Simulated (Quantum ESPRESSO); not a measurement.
# SrO (Fm-3m): how pressure shifts the optical phonon

By how much does an optical zone-centre mode of SrO (Fm-3m) shift under hydrostatic pressure?

Calculated with Quantum ESPRESSO 7.5; DFT PBE, scalar-relativistic, plane waves, PseudoDojo norm-conserving pseudopotentials.

The database entry behind the starting cell differs from later determinations by our own check (about 0.5 % short), so it need not match the best structure at ambient conditions.

## 1. Set-up

The structure is cubic, space group Fm-3m (No. 225). The conventional cell has a = 5.191 Å, b = 5.191 Å, c = 5.191 Å, α = 90.00°, β = 90.00°, γ = 90.00°. Sr has 6 O at 2.60 Å nearest. Nearest to O lie 6 Sr at 2.60 Å. Farther neighbours and most contacts between anions are not listed.

This is the cell after its relaxation at this level of theory, not the database cell from which that began.

## 2. Runs at several volumes

The relaxed cell is scaled uniformly; in this structure symmetry fixes all atoms, so nothing has to be relaxed anew. Each volume gets a ground state and a response at Γ. The mode followed is the highest one without the macroscopic field, of symmetry T1u; longitudinal polar modes lie higher. Cutoff 92 Ry, k mesh 8×8×8.

From the response at V/V₀ = 0.97:

The program printed:

```text
[banners, grids, parts of the stress and lines that vanish by symmetry left out]
Program PHONON v.7.5
     Reading xml data from directory:

[...]
Exchange-correlation= PBE
                           (   1   4   3   4   0   0   0)
[...]
kinetic-energy cut-off    =      92.0000  Ry
     charge density cut-off    =     368.0000  Ry
     convergence threshold     =      1.0E-18
[...]
Exchange-correlation= PBE
                           (   1   4   3   4   0   0   0)
[...]
q = (   0.0000000   0.0000000   0.0000000 )
     49 Sym.Ops. (with q -> -q+G )
     G cutoff =  439.5133  (  27317 G-vectors)     FFT grid: ( 45, 45, 45)
     number of k points=    29
[...]
Mode symmetry, O_h (m-3m)  point group:
[...]
Dielectric constant
[...]
End of electric fields calculation
          Dielectric constant in cartesian axis
          (       3.782914242       0.000000000       0.000000000 )
          (       0.000000000       3.782914242      -0.000000000 )
          (       0.000000000      -0.000000000       3.782914242 )
          Effective charges (d Force / dE) in cartesian axis without acoustic sum rule applied (asr)
           atom    1  Sr    Mean Z*:        2.45368
      Ex  (        2.45368       -0.00000        0.00000 )
      Ey  (       -0.00000        2.45368        0.00000 )
      Ez  (        0.00000       -0.00000        2.45368 )
           atom    2  O     Mean Z*:       -2.45388
      Ex  (       -2.45388        0.00000       -0.00000 )
      Ey  (        0.00000       -2.45388       -0.00000 )
      Ez  (       -0.00000       -0.00000       -2.45388 )
          Effective charges Sum: Mean:       -0.00020
[...]
Effective charges (d Force / dE) in cartesian axis with asr applied:
           atom    1  Sr    Mean Z*:        2.45378
[...]
atom    2  O     Mean Z*:       -2.45378
[...]
Representation #   1 modes #   1   2   3
[...]
End of self-consistent calculation
     Convergence has been achieved
     Representation #   2 modes #   4   5   6
[...]
End of self-consistent calculation
     Convergence has been achieved
[...]
Dielectric constant in cartesian axis
          (       3.782914242       0.000000000       0.000000000 )
          (       0.000000000       3.782914242      -0.000000000 )
          (       0.000000000      -0.000000000       3.782914242 )
          Effective charges (d Force / dE) in cartesian axis without acoustic sum rule applied (asr)
           atom    1  Sr    Mean Z*:        2.45368
      Ex  (        2.45368       -0.00000        0.00000 )
      Ey  (       -0.00000        2.45368        0.00000 )
      Ez  (        0.00000       -0.00000        2.45368 )
           atom    2  O     Mean Z*:       -2.45388
      Ex  (       -2.45388        0.00000       -0.00000 )
      Ey  (        0.00000       -2.45388       -0.00000 )
      Ez  (       -0.00000       -0.00000       -2.45388 )
          Effective charges Sum: Mean:       -0.00020
[...]
Effective charges (d Force / dE) in cartesian axis with asr applied:
           atom    1  Sr    Mean Z*:        2.45378
[...]
atom    2  O     Mean Z*:       -2.45378
[...]
q = (    0.000000000   0.000000000   0.000000000 )
[...]
freq (    1) =       0.139285 [THz] =       4.646044 [cm-1]
     freq (    2) =       0.139285 [THz] =       4.646044 [cm-1]
     freq (    3) =       0.139285 [THz] =       4.646044 [cm-1]
     freq (    4) =       6.249312 [THz] =     208.454611 [cm-1]
     freq (    5) =       6.249312 [THz] =     208.454611 [cm-1]
     freq (    6) =       6.249312 [THz] =     208.454611 [cm-1]
[...]
Mode symmetry, O_h (m-3m)  point group:
     freq (   1-   3) =          4.6  [cm-1]   --> T_1u G_15  G_4- I
     freq (   4-   6) =        208.5  [cm-1]   --> T_1u G_15  G_4- I

   JOB DONE.
```

One volume, V/V₀ = 1, is held back as a test.

```
V/V₀  volume (Å³/atom)  pressure (GPa)   ω (cm⁻¹)
0.97            16.962            2.77     208.45
   1            17.487            0.01  held back
1.03            18.011           -2.34     172.40
```

## 3. The fit

The mode Grüneisen parameter is γ = −d ln ω / d ln V.

```
ln(V/V₀)    ln ω
 -0.0305  5.3397
  0.0296  5.1498
```

A straight line through these points has the slope -3.164, so γ = 3.16; at V/V₀ = 1 it predicts ω = exp(5.2433 + 0.0000) = 189.30 cm⁻¹.

A parabola of pressure against ln V through V/V₀ = 0.97, 1 and 1.03 gives the bulk modulus B = −dP/d ln V = 85 GPa at V₀. With ω₀ from the fitted line the pressure coefficient follows as dω/dP = γ ω₀ / B = 3.16 × 189.3 / 85 = 7.05 cm⁻¹/GPa.

## 4. The run that was held back

The program printed:

```text
[banners, grids, parts of the stress and lines that vanish by symmetry left out]
[banner, memory and clock lines left out]
Program PHONON v.7.5

[...]
Exchange-correlation= PBE
                           (   1   4   3   4   0   0   0)
[...]
(   8 q-points):
[...]
kinetic-energy cut-off    =      92.0000  Ry
     charge density cut-off    =     368.0000  Ry
     convergence threshold     =      1.0E-18
[...]
Exchange-correlation= PBE
                           (   1   4   3   4   0   0   0)
[...]
q = (   0.0000000   0.0000000   0.0000000 )
     49 Sym.Ops. (with q -> -q+G )
     G cutoff =  448.5293  (  27989 G-vectors)     FFT grid: ( 45, 45, 45)
     number of k points=    29
[...]
Mode symmetry, O_h (m-3m)  point group:
[...]
Dielectric constant
[...]
End of electric fields calculation
          Dielectric constant in cartesian axis
          (       3.772993617      -0.000000000      -0.000000000 )
          (       0.000000000       3.772993617       0.000000000 )
          (      -0.000000000       0.000000000       3.772993617 )
          Effective charges (d Force / dE) in cartesian axis without acoustic sum rule applied (asr)
           atom    1  Sr    Mean Z*:        2.43776
      Ex  (        2.43776       -0.00000        0.00000 )
      Ey  (        0.00000        2.43776       -0.00000 )
      Ez  (        0.00000       -0.00000        2.43776 )
           atom    2  O     Mean Z*:       -2.43794
      Ex  (       -2.43794        0.00000        0.00000 )
      Ey  (        0.00000       -2.43794       -0.00000 )
[...]
Convergence has been achieved
[...]
Convergence has been achieved
[...]
Convergence has been achieved
[...]
q = (    0.000000000  -0.707106781   0.000000000 )
[...]
freq (    5) =       6.685507 [THz] =     223.004521 [cm-1]
     freq (    6) =       9.177409 [THz] =     306.125400 [cm-1]
[...]
Mode symmetry, D_4h(4/mmm) point group:
     freq (   1-   2) =        122.6  [cm-1]   --> E_u  X_5' M_5'
     freq (   3-   3) =        177.6  [cm-1]   --> A_2u X_4' M_4'
     freq (   4-   5) =        223.0  [cm-1]   --> E_u  X_5' M_5'
     freq (   6-   6) =        306.1  [cm-1]   --> A_2u X_4' M_4'
[...]
Mode symmetry, D_2d (-42m) point group:
[...]
Representation #   1 mode #   1
[...]
Convergence has been achieved
     Representation #   2 mode #   2
[...]
Convergence has been achieved
     Representation #   3 modes #   3   4
[...]
End of self-consistent calculation
     Convergence has been achieved
     Representation #   4 modes #   5   6
[...]
End of self-consistent calculation
     Convergence has been achieved
[...]
q = (   -0.353553391  -0.707106781   0.000000000 )
[...]
freq (    1) =       4.188201 [THz] =     139.703353 [cm-1]
     freq (    2) =       4.728326 [THz] =     157.719989 [cm-1]
     freq (    3) =       4.728326 [THz] =     157.719989 [cm-1]
     freq (    4) =       8.134682 [THz] =     271.343784 [cm-1]
     freq (    5) =       8.134682 [THz] =     271.343784 [cm-1]
     freq (    6) =       9.115275 [THz] =     304.052842 [cm-1]
[...]
Mode symmetry, D_2d (-42m) point group:
     freq (   1-   1) =        139.7  [cm-1]   --> A_1  X_1  W_1
     freq (   2-   3) =        157.7  [cm-1]   --> E    X_5  W_3
     freq (   4-   5) =        271.3  [cm-1]   --> E    X_5  W_3
     freq (   6-   6) =        304.1  [cm-1]   --> B_2  X_3  W_2
```

It gives 190.35 cm⁻¹ against the predicted 189.30 cm⁻¹, a miss of 1 cm⁻¹.

## 5. What came out

* mode Grüneisen parameter: 3.164
* bulk modulus: 85.0 GPa
* pressure coefficient: 7.05 cm⁻¹/GPa

The highest optical mode of SrO (Fm-3m) without the LO-TO term stiffens by 7.05 cm⁻¹ a GPa near the relaxed volume, with γ = 3.16. The power law meets all 3 runs within 0.56 %; between neighbouring volumes γ runs from 2.98 to 3.35. Such a coefficient turns a measured shift of this mode into a hydrostatic stress; uniaxial or biaxial stress splits the mode and needs deformation potentials. These are harmonic values at zero temperature for the structure held cubic, which a run at Γ can't show to be stable; the bulk modulus rests on three points.

[Host names and launcher messages were left out of these logs when they were recorded.]

[Logs are printed without paths, hosts, clocks, repeated set-up lines and the standing remarks that a program may print on its own settings, such as how far it seeks lower states.]

[Hosts, paths, dates, database ids (printed as entryN), source tags and the programs' standing remarks are cut or masked in the printed files.]
